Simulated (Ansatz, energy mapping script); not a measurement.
# CoO: energy mapping under PBEsol+U (2.31 eV), part 2 of 2

Aim: the exchange couplings of CoO from the energies of a few collinear orders, and the ordering temperature that they give.

PBEsol with U = 2.31 eV on Co d, ortho-atomic projectors; plane waves, U on orthogonalised atomic orbitals unless named otherwise, collinear spin, no spin–orbit coupling.

So far. Step 4 (Compensated +− start in cell A (4 atoms)): The run ends antiferromagnetic, 26.72 meV a magnetic atom above the parallel order of its cell. Step 5 (Parallel start in cell B (4 atoms)): The run ends ferromagnetic. For each magnetic atom its energy differs from the parallel run of the first cell by -0.11 meV, an error that one common reference would have brought in.

**6. Run 4 (compensated +−; cell B, 4 atoms)**

This order reverses 6 of the 12 neighbours at 3.01 Å, 6 of the 6 neighbours at 4.26 Å and 12 of the 24 neighbours at 5.22 Å, counted for an average magnetic atom.

Input file input.yaml:

```yaml
crystal:
  lattice:
    - [0.0, -2.1315, -2.1315]
    - [-2.1315, 0.0, -2.1315]
    - [2.1315, 2.1315, -4.263]
  atoms:
    - { symbol: Co, position: [0.5, 0.5, 0.5], spin: 3.0 }
    - { symbol: Co, position: [0.0, 0.0, 0.0], spin: -3.0 }
    - { symbol: O, position: [0.75, 0.75, 0.75] }
    - { symbol: O, position: [0.25, 0.25, 0.25] }
magnetization:
  spin_polarized: true
kpoints:
  mp_grid: { grid: [9, 9, 9] }
hamiltonian:
  xc: pbesol
  hubbard:
    sites:
      - { species: Co, l: d, u_eff: 2.31 }
      - { site: 0, l: d, u_eff: 2.31, starting_ns: [{ spin: up, occupation_matrix: co1_major }, { spin: down, occupation_matrix: co1_minor }] }
      - { site: 1, l: d, u_eff: 2.31, starting_ns: [{ spin: up, occupation_matrix: co1_minor }, { spin: down, occupation_matrix: co1_major }] }
    projectors: ortho-atomic
    occupation_matrices:
      co1_major:
        matrix:
          - [0.996, 0.0, 0.0, 0.0, 0.0]
          - [0.0, 0.998, 0.0, 0.0, 0.0]
          - [0.0, 0.0, 0.998, 0.0, 0.0]
          - [0.0, 0.0, 0.0, 0.996, 0.0]
          - [0.0, 0.0, 0.0, 0.0, 0.998]
      co1_minor:
        matrix:
          - [0.189, -0.062, -0.062, 0.0, -0.125]
          - [-0.062, 0.659, -0.293, -0.108, 0.293]
          - [-0.062, -0.293, 0.659, 0.108, 0.293]
          - [0.0, -0.108, 0.108, 0.189, 0.0]
          - [-0.125, 0.293, 0.293, 0.0, 0.659]
scf:
  occupations: { method: fermi_dirac, width: 0.05 }
output:
  eigenvalues: true
```

Launch:

```sh
ansatz run input.yaml --threads 4 --pin off --max-ram 8192MiB --backend cpu --events-out ev --progress --plain --runs-dir out
```

Numbers of over 12 decimals in the logs are rounded to 6 here.

The log of the run:

```text
[...]
Crystal: 4 atoms, lattice volume = 38.736 Å³
Basis set: ecut = 420 eV, 707 PW (Γ)
Bands: 32, of which v1, the nominal top of the filled ones, is band 23 counted from 1 (22 counted from 0)
Symmetry: 4 space group operations
k-points: 205 of 729
[...]
Starting moments: Σ|m| = 6 μB on 2 of 4 sites
[...]
k-point 1 ↑: bands = [... 19 lower, 11.3778, 11.6931, 12.3840, 12.6568, 14.5402, 15.0774, 15.9204, 16.0444, ... 5 higher]
  k-point 2 ↑: bands = [... 19 lower, 11.7840, 12.0325, 12.3195, 12.6351, 14.5198, 15.6859, 15.8309, 15.9614, ... 5 higher]
  k-point 204 ↓: bands = [... 19 lower, 11.6474, 11.8235, 12.2059, 12.5459, 14.9219, 15.7950, 15.9740, 20.9592, ... 5 higher]
Occupation matrices written to <dir>
[key lines of the parts left out:]
SCF converged after 14 iterations
Magnetization: 0.0000 μB (23.0000 up, 23.0000 down)
Free energy (F): -11303.370633 eV
Fermi energy:    13.705869 eV
```

Run time: 4.8 s. Hardware: 4 threads of Arm Neoverse V2, shared host; peak memory 0.63 GiB.

The run ends antiferromagnetic, 111.30 meV a magnetic atom below the parallel order of its cell.

**7. Run 5 (parallel; cell C, 6 atoms)**

The parallel order again, as the reference for this cell.

Input file input.yaml:

```yaml
crystal:
  lattice:
    - [0.0, -2.1315, -2.1315]
    - [-4.263, 0.0, 0.0]
    - [2.1315, 4.263, -2.1315]
  atoms:
    - { symbol: Co, position: [0.666666667, 0.666666667, 0.333333333], spin: 3.0 }
    - { symbol: Co, position: [0.333333333, 0.333333333, 0.666666667], spin: 3.0 }
    - { symbol: Co, position: [0.0, 0.0, 0.0], spin: 3.0 }
    - { symbol: O, position: [0.666666667, 0.166666667, 0.333333333] }
    - { symbol: O, position: [0.333333333, 0.833333333, 0.666666667] }
    - { symbol: O, position: [0.0, 0.5, 0.0] }
magnetization:
  spin_polarized: true
kpoints:
  mp_grid: { grid: [8, 8, 8] }
hamiltonian:
  xc: pbesol
  hubbard:
    sites:
      - { species: Co, l: d, u_eff: 2.31 }
      - { site: 0, l: d, u_eff: 2.31, starting_ns: [{ spin: up, occupation_matrix: co1_major }, { spin: down, occupation_matrix: co1_minor }] }
      - { site: 1, l: d, u_eff: 2.31, starting_ns: [{ spin: up, occupation_matrix: co1_major }, { spin: down, occupation_matrix: co1_minor }] }
      - { site: 2, l: d, u_eff: 2.31, starting_ns: [{ spin: up, occupation_matrix: co1_major }, { spin: down, occupation_matrix: co1_minor }] }
    projectors: ortho-atomic
    occupation_matrices:
      co1_major:
        matrix:
          - [0.996, 0.0, 0.0, 0.0, 0.0]
          - [0.0, 0.998, 0.0, 0.0, 0.0]
          - [0.0, 0.0, 0.998, 0.0, 0.0]
          - [0.0, 0.0, 0.0, 0.996, 0.0]
          - [0.0, 0.0, 0.0, 0.0, 0.998]
      co1_minor:
        matrix:
          - [0.189, -0.062, -0.062, 0.0, -0.125]
          - [-0.062, 0.659, -0.293, -0.108, 0.293]
          - [-0.062, -0.293, 0.659, 0.108, 0.293]
          - [0.0, -0.108, 0.108, 0.189, 0.0]
          - [-0.125, 0.293, 0.293, 0.0, 0.659]
scf:
  occupations: { method: fermi_dirac, width: 0.05 }
output:
  eigenvalues: true
```

The log of the run:

```text
[...]
Crystal: 6 atoms, lattice volume = 58.104 Å³
Basis set: ecut = 420 eV, 1105 PW (Γ)
Bands: 47, of which v1, the nominal top of the filled ones, is band 35 counted from 1 (34 counted from 0)
Symmetry: 6 space group operations
k-points: 260 of 512
[...]
Starting moments: Σ|m| = 9 μB on 3 of 6 sites
[...]
k-point 1 ↑: bands = [... 31 lower, 10.8782, 10.8843, 11.0461, 11.0872, 11.0949, 11.3440, 11.8370, 13.0237, ... 8 higher]
  k-point 2 ↑: bands = [... 31 lower, 10.6783, 10.8985, 11.0644, 11.0743, 11.1007, 11.4339, 11.7114, 13.2733, ... 8 higher]
  k-point 259 ↓: bands = [... 31 lower, 14.7988, 15.1365, 15.4473, 15.4473, 16.2599, 16.2599, 17.0014, 17.0014, ... 8 higher]
Occupation matrices written to <dir>
[key lines of the parts left out:]
SCF converged after 11 iterations
Magnetization: 8.9998 μB (38.9999 up, 30.0001 down)
Free energy (F): -16954.722074 eV
Fermi energy:    13.747220 eV
```

Run time: 21 s. Hardware: 4 threads; peak memory 1.3 GiB; 80 s of CPU time.

The run ends ferromagnetic. For each magnetic atom its energy differs from the parallel run of the first cell by -0.10 meV, an error that one common reference would have brought in.

**8. Run 6 (uncompensated ++−; cell C, 6 atoms)**

This order reverses 6.67 of the 12 neighbours at 3.01 Å, 2.67 of the 6 neighbours at 4.26 Å and 8 of the 24 neighbours at 5.22 Å, counted for an average magnetic atom.

Edit input.yaml of step 7 so:

```diff
@@ -8,3 +8,3 @@
     - { symbol: Co, position: [0.333333333, 0.333333333, 0.666666667], spin: 3.0 }
-    - { symbol: Co, position: [0.0, 0.0, 0.0], spin: 3.0 }
+    - { symbol: Co, position: [0.0, 0.0, 0.0], spin: -3.0 }
     - { symbol: O, position: [0.666666667, 0.166666667, 0.333333333] }
@@ -23,3 +23,3 @@
       - { site: 1, l: d, u_eff: 2.31, starting_ns: [{ spin: up, occupation_matrix: co1_major }, { spin: down, occupation_matrix: co1_minor }] }
-      - { site: 2, l: d, u_eff: 2.31, starting_ns: [{ spin: up, occupation_matrix: co1_major }, { spin: down, occupation_matrix: co1_minor }] }
+      - { site: 2, l: d, u_eff: 2.31, starting_ns: [{ spin: up, occupation_matrix: co1_minor }, { spin: down, occupation_matrix: co1_major }] }
     projectors: ortho-atomic
```

The log of the run:

```text
[...]
Crystal: 6 atoms, lattice volume = 58.104 Å³
Basis set: ecut = 420 eV, 1105 PW (Γ)
Bands: 47, of which v1, the nominal top of the filled ones, is band 35 counted from 1 (34 counted from 0)
Symmetry: 2 space group operations
k-points: 260 of 512
[...]
Starting moments: Σ|m| = 9 μB on 3 of 6 sites
[...]
k-point 1 ↑: bands = [... 31 lower, 11.3041, 11.3358, 12.1347, 12.4182, 12.6485, 14.5655, 15.0925, 15.1597, ... 8 higher]
  k-point 2 ↑: bands = [... 31 lower, 11.3583, 11.5495, 12.1384, 12.3803, 12.6972, 14.5768, 15.1094, 15.9283, ... 8 higher]
  k-point 259 ↓: bands = [... 31 lower, 12.6547, 12.8600, 14.8116, 15.0205, 15.3895, 16.2265, 16.5566, 16.7462, ... 8 higher]
Occupation matrices written to <dir>
[key lines of the parts left out:]
SCF converged after 19 iterations
Magnetization: 3.0000 μB (36.0000 up, 33.0000 down)
Free energy (F): -16954.846400 eV
Fermi energy:    13.771883 eV
```

Run time: 34 s. Hardware: 4 threads; peak memory 1.3 GiB.

The run ends ferrimagnetic, 41.45 meV a magnetic atom below the parallel order of its cell.

**9. Order 7: parallel, cell D of 6 atoms**

The parallel order again, as the reference for this cell.

This run holds the same structure in another cell (b 4.263 → 3.014 Å, c 5.221 → 6.740 Å, α 114.1 → 102.9°, β 106.8 → 102.9°).

Input file input.yaml:

```yaml
crystal:
  lattice:
    - [0.0, 2.1315, 2.1315]
    - [0.0, 2.1315, -2.1315]
    - [-6.3945, -2.1315, 0.0]
  atoms:
    - { symbol: Co, position: [0.0, 0.0, 0.0], spin: 3.0 }
    - { symbol: Co, position: [0.333333333, 0.333333333, 0.666666667], spin: 3.0 }
    - { symbol: Co, position: [0.666666667, 0.666666667, 0.333333333], spin: 3.0 }
    - { symbol: O, position: [0.833333333, 0.833333333, 0.666666667] }
    - { symbol: O, position: [0.166666667, 0.166666667, 0.333333333] }
    - { symbol: O, position: [0.5, 0.5, 0.0] }
magnetization:
  spin_polarized: true
kpoints:
  mp_grid: { grid: [8, 8, 8] }
hamiltonian:
  xc: pbesol
  hubbard:
    sites:
      - { species: Co, l: d, u_eff: 2.31 }
      - { site: 0, l: d, u_eff: 2.31, starting_ns: [{ spin: up, occupation_matrix: co1_major }, { spin: down, occupation_matrix: co1_minor }] }
      - { site: 1, l: d, u_eff: 2.31, starting_ns: [{ spin: up, occupation_matrix: co1_major }, { spin: down, occupation_matrix: co1_minor }] }
      - { site: 2, l: d, u_eff: 2.31, starting_ns: [{ spin: up, occupation_matrix: co1_major }, { spin: down, occupation_matrix: co1_minor }] }
    projectors: ortho-atomic
    occupation_matrices:
      co1_major:
        matrix:
          - [0.996, 0.0, 0.0, 0.0, 0.0]
          - [0.0, 0.998, 0.0, 0.0, 0.0]
          - [0.0, 0.0, 0.998, 0.0, 0.0]
          - [0.0, 0.0, 0.0, 0.996, 0.0]
          - [0.0, 0.0, 0.0, 0.0, 0.998]
      co1_minor:
        matrix:
          - [0.189, -0.062, -0.062, 0.0, -0.125]
          - [-0.062, 0.659, -0.293, -0.108, 0.293]
          - [-0.062, -0.293, 0.659, 0.108, 0.293]
          - [0.0, -0.108, 0.108, 0.189, 0.0]
          - [-0.125, 0.293, 0.293, 0.0, 0.659]
scf:
  occupations: { method: fermi_dirac, width: 0.05 }
output:
  eigenvalues: true
```

The log of the run:

```text
[...]
Crystal: 6 atoms, lattice volume = 58.104 Å³
Basis set: ecut = 420 eV, 1097 PW (Γ)
Bands: 47, of which v1, the nominal top of the filled ones, is band 35 counted from 1 (34 counted from 0)
Symmetry: 6 space group operations
k-points: 260 of 512
[...]
Starting moments: Σ|m| = 9 μB on 3 of 6 sites
[...]
k-point 1 ↑: bands = [... 31 lower, 10.7048, 10.7815, 10.8579, 10.8665, 10.8752, 11.0678, 11.0787, 11.2929, ... 8 higher]
  k-point 2 ↑: bands = [... 31 lower, 10.4542, 10.8525, 10.9269, 10.9689, 10.9789, 10.9867, 11.1619, 11.3344, ... 8 higher]
  k-point 259 ↓: bands = [... 31 lower, 14.7934, 14.7934, 15.0285, 15.2789, 15.2789, 15.4003, 15.7939, 15.7939, ... 8 higher]
Occupation matrices written to <dir>
[key lines of the parts left out:]
SCF converged after 11 iterations
Magnetization: 8.9998 μB (38.9999 up, 30.0001 down)
Free energy (F): -16954.721847 eV
Fermi energy:    13.752548 eV
```

Run time: 22 s. Hardware: 4 threads; peak memory 1.3 GiB.

The run ends ferromagnetic. For each magnetic atom its energy differs from the parallel run of the first cell by -0.02 meV, an error that one common reference would have brought in.

**10. Order 8: uncompensated ++−, cell D of 6 atoms**

This order reverses 5.33 of the 12 neighbours at 3.01 Å, 1.33 of the 6 neighbours at 4.26 Å and 16 of the 24 neighbours at 5.22 Å, counted for an average magnetic atom.

Edit input.yaml of step 9 so:

```diff
@@ -8,3 +8,3 @@
     - { symbol: Co, position: [0.333333333, 0.333333333, 0.666666667], spin: 3.0 }
-    - { symbol: Co, position: [0.666666667, 0.666666667, 0.333333333], spin: 3.0 }
+    - { symbol: Co, position: [0.666666667, 0.666666667, 0.333333333], spin: -3.0 }
     - { symbol: O, position: [0.833333333, 0.833333333, 0.666666667] }
@@ -23,3 +23,3 @@
       - { site: 1, l: d, u_eff: 2.31, starting_ns: [{ spin: up, occupation_matrix: co1_major }, { spin: down, occupation_matrix: co1_minor }] }
-      - { site: 2, l: d, u_eff: 2.31, starting_ns: [{ spin: up, occupation_matrix: co1_major }, { spin: down, occupation_matrix: co1_minor }] }
+      - { site: 2, l: d, u_eff: 2.31, starting_ns: [{ spin: up, occupation_matrix: co1_minor }, { spin: down, occupation_matrix: co1_major }] }
     projectors: ortho-atomic
```

The log of the run:

```text
[...]
Crystal: 6 atoms, lattice volume = 58.104 Å³
Basis set: ecut = 420 eV, 1097 PW (Γ)
Bands: 47, of which v1, the nominal top of the filled ones, is band 35 counted from 1 (34 counted from 0)
Symmetry: 2 space group operations
k-points: 260 of 512
[...]
Starting moments: Σ|m| = 9 μB on 3 of 6 sites
[...]
k-point 1 ↑: bands = [... 31 lower, 11.0368, 11.0438, 11.2787, 11.3316, 12.3551, 14.4656, 14.8061, 14.9273, ... 8 higher]
  k-point 2 ↑: bands = [... 31 lower, 11.1077, 11.1484, 11.3017, 11.3445, 12.3417, 14.4604, 14.8056, 15.0759, ... 8 higher]
  k-point 259 ↓: bands = [... 31 lower, 12.4418, 12.5444, 14.7067, 14.7930, 15.2457, 15.2848, 15.3785, 15.7546, ... 8 higher]
Occupation matrices written to <dir>
[key lines of the parts left out:]
SCF converged after 16 iterations
Magnetization: 3.0000 μB (36.0000 up, 33.0000 down)
Free energy (F): -16954.771664 eV
Fermi energy:    13.908639 eV
```

It took 26 s on 4 threads; peak memory 1.3 GiB.

The run ends ferrimagnetic, 16.61 meV a magnetic atom below the parallel order of its cell.

**11. Mapping onto a Heisenberg model**

Each energy difference is a sum of couplings weighted by the pairs that the order reverses. A few near shells are fitted to the differences by least squares. Energies are those extrapolated to zero occupation width, not the free energies F.

The orders side by side; each is measured from the parallel order in the same cell and on the same mesh:

```tsv
order	atoms	energy (meV a magnetic atom)	moments (μB)	moments kept as typed	opposed neighbours at 3.01, 4.26, 5.22 Å
parallel in cell A	4	0.00	2.57	yes	0, 0, 0
compensated +− in cell A	4	26.72	2.56	yes	8, 0, 16
parallel in cell B	4	0.00	2.57	yes	0, 0, 0
compensated +− in cell B	4	-111.30	2.48	yes	6, 6, 12
parallel in cell C	6	0.00	2.57	yes	0, 0, 0
uncompensated ++− in cell C	6	-41.45	2.49 to 2.53	yes	6.67, 2.67, 8
parallel in cell D	6	0.00	2.57	yes	0, 0, 0
uncompensated ++− in cell D	6	-16.61	2.52 to 2.55	yes	5.33, 1.33, 16
```

Fitted to E = −Σ J e·e over ordered pairs of unit vectors (J > 0 favours parallel moments):

```tsv
pair	distance (Å)	neighbours	J (meV)
Co–Co	3.01	12	1.51
Co–Co	4.26	6	-10.9
Co–Co	5.22	24	-0.0163
```

These orders cannot tell some unfitted shells from fitted ones: the value at 3.01 Å holds J(3.01) + 4 J(7.98); other unfitted shells add to the values wholly or in part.

Adding the shell at 6.03 Å gives 1.8, -11, -0.050 and -0.44 meV and a mean-field temperature of 467 K, an exact solve that tests nothing.

In mean field these couplings order at 507 K, at q = (0.50, 0.50, 0.50) in fractions of the conventional cell's reciprocal vectors, and give a Curie–Weiss temperature of -370 K.

**12. Ordering temperature by Monte Carlo**

Mean field ignores fluctuations and overstates the ordering temperature, so the model is also sampled. The heat capacity peaks where order sets in.

Classical unit spins with these couplings on 8×8×4 copies of a cell that holds the lowest order (512 spins), heat-bath sweeps, cooled from random directions, 1009 sweeps to settle and 3027 measured at each temperature, averaged over 4 runs.

```tsv
T (K)	order along the lowest pattern	net moment	heat capacity (k_B a spin)
60.8	0.42	0.01	1.03
104	0.40	0.01	1.07
169	0.37	0.02	1.15
212	0.35	0.02	1.27
255	0.33	0.02	1.40
320	0.29	0.02	1.86
342	0.26	0.02	1.87
363	0.23	0.02	1.97
407	0.16	0.03	1.26
450	0.12	0.03	0.72
515	0.09	0.03	0.37
558	0.08	0.03	0.28
```

The smoothed heat capacity peaks at 347 K. The order column follows one pattern alone; equivalent domains or another pattern share the rest.

**13. Against another level**

The first set of orders, under PBEsol+U (1.16 eV), took 8.2 min of CPU time summed over its finished orders (seed run apart), these 7.8 min.

```tsv
quantity	this set	first set
J at 3.01 Å, meV	1.51	2.31
J at 4.26 Å, meV	-10.9	-13.4
J at 5.22 Å, meV	-0.0163	-0.0360
ordering temperature, mean field, K	507	623
heat-capacity peak, Monte Carlo, K	347	426
```

The coupling that led in the first set goes from -13.4 to -10.9 meV.

**14. Results**

| Property | Result |
| --- | --- |
| lowest order tried | compensated +− in cell B |
| largest fitted value (a combination of shells), Co–Co at 4.26 Å | -10.9 meV |
| ordering temperature, mean field | 507 K |
| heat-capacity peak, Monte Carlo | 347 K |

**Reading.** Of the orders tried, CoO prefers the order “compensated +− in cell B” under PBEsol+U (2.31 eV), with 6 of 12 neighbours at 3.01 Å, 6 of 6 neighbours at 4.26 Å and 12 of 24 neighbours at 5.22 Å opposed, and the heat capacity of the fitted model peaks near 347 K (Monte Carlo, classical spins). The coupling at 4.26 Å is 0.81 times that of the first set, at 0.95 times the CPU time. The largest fitted coupling is the Co–Co pair at 4.26 Å, antiferromagnetic at -11 meV, across a ligand at about 180°. The straight metal–ligand–metal path outweighs the right-angled one, the pattern expected of superexchange through one ligand p orbital, which these runs do not test. The orders also reverse pairs at 6.03 Å, which are not fitted, so the fitted values hold their part too. With 4 differences for 3 couplings the fit misses by 3.1 meV at most, a small part of the spread. In the fitted orders moments change by up to 3.6 % against the parallel run of the same cell, so their size stays put. Monte Carlo puts the peak at 0.68 of the mean-field temperature, since mean field leaves out fluctuations. In tests on simple cubic and body-centred models such peaks lay 5 to 6 % under the bulk value. On cooling, the order along the one computed pattern stays at or under 0.47: the model settles in an equivalent domain, a degenerate mixture or another order. The parallel order holds 3 μB a magnetic atom, spin 1.5; the common factor (S+1)/S would raise the classical 347 K to 578 K, a correction that often overshoots. The program narrowed the symmetry for the carried occupation matrices. Where that marks an ordered orbital filling, bonds of one length need not share one coupling; each fitted J is a mean over the bonds that the orders reverse. The classical value and the one scaled by (S+1)/S differ by a factor of 1.7, so closeness of either to the measured temperature is partly a matter of convention.

Calculation against experiment:

```
                             quantity  measured  PBEsol+U (2.31 eV), Monte Carlo  PBEsol+U (2.31 eV), Monte Carlo × (S+1)/S
ordering temperature (spin model) (K)       291                    347 (+19.1 %)                              578 (+98.6 %)
```

Measured values from arxiv:2004.06613 (2020).

Verdict: The ordering temperature is off by +19.1 % at PBEsol+U (2.31 eV), Monte Carlo: fair agreement. No cell relaxation is part of this session.

[Logs and program files are shortened in this print: banners, set-up blocks, solver, clock and traceback lines can be left out without a mark of their own.]

[Logs are printed without paths, hosts, clocks, repeated set-up lines and the standing remarks that a program may print on its own settings, such as how far it seeks lower states.]

[Hosts, paths, dates, database ids (printed as entryN), source tags and the programs' standing remarks are cut or masked in the printed files.]

[Where a cell is said to come from a database of computed structures, the database is the Materials Project.]
